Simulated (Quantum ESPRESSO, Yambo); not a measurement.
# Gap slopes of SrTiO3 (Tausonite) from G0W0 (hydrostatic strain), part 2 of 2

Aim: the gap of SrTiO3 (Tausonite) under hydrostatic strain, by PBE and G0W0.

Quantum ESPRESSO 7.5 and Yambo 5.3.0; PBE and many-body steps on it, plane waves. Known limits of the many-body steps: not at the basis limit; no spin-orbit coupling; coarse k mesh.

So far. Step 6 (G0W0, strain -1 %): The gap on the mesh goes from 1.96 eV to 3.56 eV, a correction of +1.59 eV.

**7. G0W0, strain +1 %**

Level of this step: G0W0 on PBE, plane waves, norm-conserving pseudopotentials (Yambo).

The cell differs from the one that the last finished run ended in (a 3.866 → 3.944 Å, b 3.866 → 3.944 Å, c 3.866 → 3.944 Å).

gw3.in

```
HF_and_locXC
gw0
dyson
ppa
em1d
rim_cut
RandQpts= 1000000
RandGvec= 1 RL
EXXRLvcs= 76 Ry
VXCRLvcs= 304 Ry
Chimod= "HARTREE"
% BndsRnXp
 1 | 209 |
%
NGsBlkXp= 485 RL
% LongDrXp
 1 | 1 | 1 |
%
% GbndRnge
 1 | 209 |
%
DysSolver= "n"
ExtendOut
PPAPntXp= 27.21138 eV
% QPkrange
 10 | 10 | 19 | 22 |
 1 | 1 | 19 | 22 |
%
```

Run with:

```sh
$ OMP_NUM_THREADS=1 mpirun -n 4 yambo -F gw3.in -J gw3 -C gw3 > gw3.log
```

What it wrote:

```text
 Yambo, version 5.3.0

 [02] CORE Variables Setup
 =========================

  [... cell, symmetries and grids as in the set-up ...]

  [02.05] Energies & Occupations
  ==============================

  [X] === General ===
  [X] Electronic Temperature                        :  0.000000  0.000000 [eV K]
  [X] Bosonic    Temperature                        :  0.000000  0.000000 [eV K]
  [X] Finite Temperature mode                       : no
  [X] El. density                                   :  0.65184E+24 [cm-3]
[...]
QP @ state[ 1 ] b range                          :  19  22
   QP @ state[ 2 ] K range                          :  10  10
   QP @ state[ 2 ] b range                          :  19  22
   GF energies kind                                 : Perdew, Burke & Ernzerhof(X)+Perdew, Burke & Ernzerhof(C)
   GF WF`s kind                                     : Perdew, Burke & Ernzerhof(X)+Perdew, Burke & Ernzerhof(C)
   Xs energies kind                                 : Perdew, Burke & Ernzerhof(X)+Perdew, Burke & Ernzerhof(C)
   Xs WF`s kind                                     : Perdew, Burke & Ernzerhof(X)+Perdew, Burke & Ernzerhof(C)

 [11] Game Over & Game summary
```

Elapsed: 10 min, on 4 MPI ranks of Arm Neoverse V1, shared host; peak memory 2 GiB; 42 min of CPU time.

This step gave:

* G0W0 gap on the points computed: 3.375 eV
* starting gap on the mesh: 1.849 eV
* k of the valence top: -0.5, -0.5, -0.5
* k of the conduction bottom: 0, 0, 0
* least direct G0W0 gap on the computed points: 3.766 eV

The gap on the mesh goes from 1.85 eV to 3.37 eV, a correction of +1.53 eV.

Again on this cell's own states.

**8. G0W0, strain -2 %**

The cell differs from the one that the last finished run ended in (a 3.944 → 3.827 Å, b 3.944 → 3.827 Å, c 3.944 → 3.827 Å).

gw4.in is the same as gw3.in of step 7.

Run with:

```sh
$ OMP_NUM_THREADS=1 mpirun -n 4 yambo -F gw4.in -J gw4 -C gw4 > gw4.log
```

What it wrote:

```text
 Yambo, version 5.3.0

 [02] CORE Variables Setup
 =========================

  [... cell, symmetries and grids as in the set-up ...]

  [02.05] Energies & Occupations
  ==============================

  [X] === General ===
  [X] Electronic Temperature                        :  0.000000  0.000000 [eV K]
  [X] Bosonic    Temperature                        :  0.000000  0.000000 [eV K]
  [X] Finite Temperature mode                       : no
  [X] El. density                                   :  0.71355E+24 [cm-3]
[...]
QP @ state[ 1 ] b range                          :  19  22
   QP @ state[ 2 ] K range                          :  10  10
   QP @ state[ 2 ] b range                          :  19  22
   GF energies kind                                 : Perdew, Burke & Ernzerhof(X)+Perdew, Burke & Ernzerhof(C)
   GF WF`s kind                                     : Perdew, Burke & Ernzerhof(X)+Perdew, Burke & Ernzerhof(C)
   Xs energies kind                                 : Perdew, Burke & Ernzerhof(X)+Perdew, Burke & Ernzerhof(C)
   Xs WF`s kind                                     : Perdew, Burke & Ernzerhof(X)+Perdew, Burke & Ernzerhof(C)

 [11] Game Over & Game summary
```

It took 10 min on 4 MPI ranks; peak memory 1.7 GiB; 41 min of CPU time.

This step gave:

```
G0W0 gap on the points computed              : 3.643 eV
starting gap on the mesh                     : 2.021 eV
k of the valence top                         : -0.5, -0.5, -0.5
k of the conduction bottom                   : 0, 0, 0
least direct G0W0 gap on the computed points : 3.967 eV
```

The gap on the mesh goes from 2.02 eV to 3.64 eV, a correction of +1.62 eV.

Again on this cell's own states.

**9. G0W0, strain +2 %**

The cell differs from the one that the last finished run ended in (a 3.827 → 3.983 Å, b 3.827 → 3.983 Å, c 3.827 → 3.983 Å).

gw5.in is the same as gw4.in of step 8.

Run with:

```sh
$ OMP_NUM_THREADS=1 mpirun -n 4 yambo -F gw5.in -J gw5 -C gw5 > gw5.log
```

What it wrote:

```text
 Yambo, version 5.3.0

 [02] CORE Variables Setup
 =========================

  [... cell, symmetries and grids as in the set-up ...]

  [02.05] Energies & Occupations
  ==============================

  [X] === General ===
  [X] Electronic Temperature                        :  0.000000  0.000000 [eV K]
  [X] Bosonic    Temperature                        :  0.000000  0.000000 [eV K]
  [X] Finite Temperature mode                       : no
  [X] El. density                                   :  0.63285E+24 [cm-3]
[...]
QP @ state[ 1 ] b range                          :  19  22
   QP @ state[ 2 ] K range                          :  10  10
   QP @ state[ 2 ] b range                          :  19  22
   GF energies kind                                 : Perdew, Burke & Ernzerhof(X)+Perdew, Burke & Ernzerhof(C)
   GF WF`s kind                                     : Perdew, Burke & Ernzerhof(X)+Perdew, Burke & Ernzerhof(C)
   Xs energies kind                                 : Perdew, Burke & Ernzerhof(X)+Perdew, Burke & Ernzerhof(C)
   Xs WF`s kind                                     : Perdew, Burke & Ernzerhof(X)+Perdew, Burke & Ernzerhof(C)

 [11] Game Over & Game summary
```

The job ended after 11 min (4 MPI ranks; peak memory 2 GiB; 44 min of CPU time).

Numbers from this step:

| Quantity | Value |
| --- | --- |
| G0W0 gap on the points computed | 3.275 eV |
| starting gap on the mesh | 1.790 eV |
| k of the valence top | -0.5, -0.5, -0.5 |
| k of the conduction bottom | 0, 0, 0 |
| least direct G0W0 gap on the computed points | 3.683 eV |

The gap on the mesh goes from 1.79 eV to 3.28 eV, a correction of +1.49 eV.

Again on this cell's own states.

**10. The series**

One mesh (4×4×4), Godby-Needs plasmon pole, 209 bands in every cell; hydrostatic strain per length. Fractional positions are the same in all cells.

```csv
strain (%),PBE gap (eV),G0W0 gap (eV),least direct G0W0 gap (eV),G0W0 edges
-2,2.021,3.643,3.967,"(-0.500, -0.500, -0.500) to Γ"
-1,1.965,3.557,3.907,"(-0.500, -0.500, -0.500) to Γ"
+0,1.908,3.467,3.840,"(-0.500, -0.500, -0.500) to Γ"
+1,1.849,3.375,3.766,"(-0.500, -0.500, -0.500) to Γ"
+2,1.790,3.275,3.683,"(-0.500, -0.500, -0.500) to Γ"
```

**11. Outcome**

```json
{
 "slope under compression": "−57 (PBE) and −88 (G0W0) meV per %",
 "slope under tension": "−59 (PBE) and −96 (G0W0) meV per %",
 "GW settings, unstrained cell": "4×4×4 mesh, 209 bands",
 "known limits": "not at the basis limit; no spin-orbit coupling; coarse k mesh"
}
```

In words: On the side of compression the slopes of gap against strain are −57 (PBE) and −88 (G0W0) meV per %. On the side of tension the slopes of gap against strain are −59 (PBE) and −96 (G0W0) meV per %. One line through all points gives volume deformation potentials of -1.93 eV (PBE) and -3.06 eV (G0W0). Gaps are read on the mesh, so a valley between its points is missed. Bands and cutoff are finite, so the gap is not at the basis limit. The miss can reach some tenths of an eV and take either sign; the mesh is an error of its own. In the G0W0 run levels were corrected at 2 k points alone, so a gap called «on the mesh» is the least over those, and an edge elsewhere would be missed. The 4×4×4 mesh is coarse for this cell, which bears on the long-range parts of exchange and screening. This is the ideal cubic cell; many perovskites, halides above all, are cubic only on average, and local tilts or off-centring can widen the gap. The many-body steps are scalar-relativistic: spin-orbit coupling is not in them.

[Paths, hosts, dates, memory and timing lines, banners, echoed tables and standing remarks are left out of the program output.]

[Logs are printed without paths, hosts, clocks, repeated set-up lines and the standing remarks that a program may print on its own settings, such as how far it seeks lower states.]

[Runs of the session that timed out or met a known fault of the program may be left out.]

[Hosts, paths, dates, database ids (printed as entryN), source tags and the programs' standing remarks are cut or masked in the printed files.]
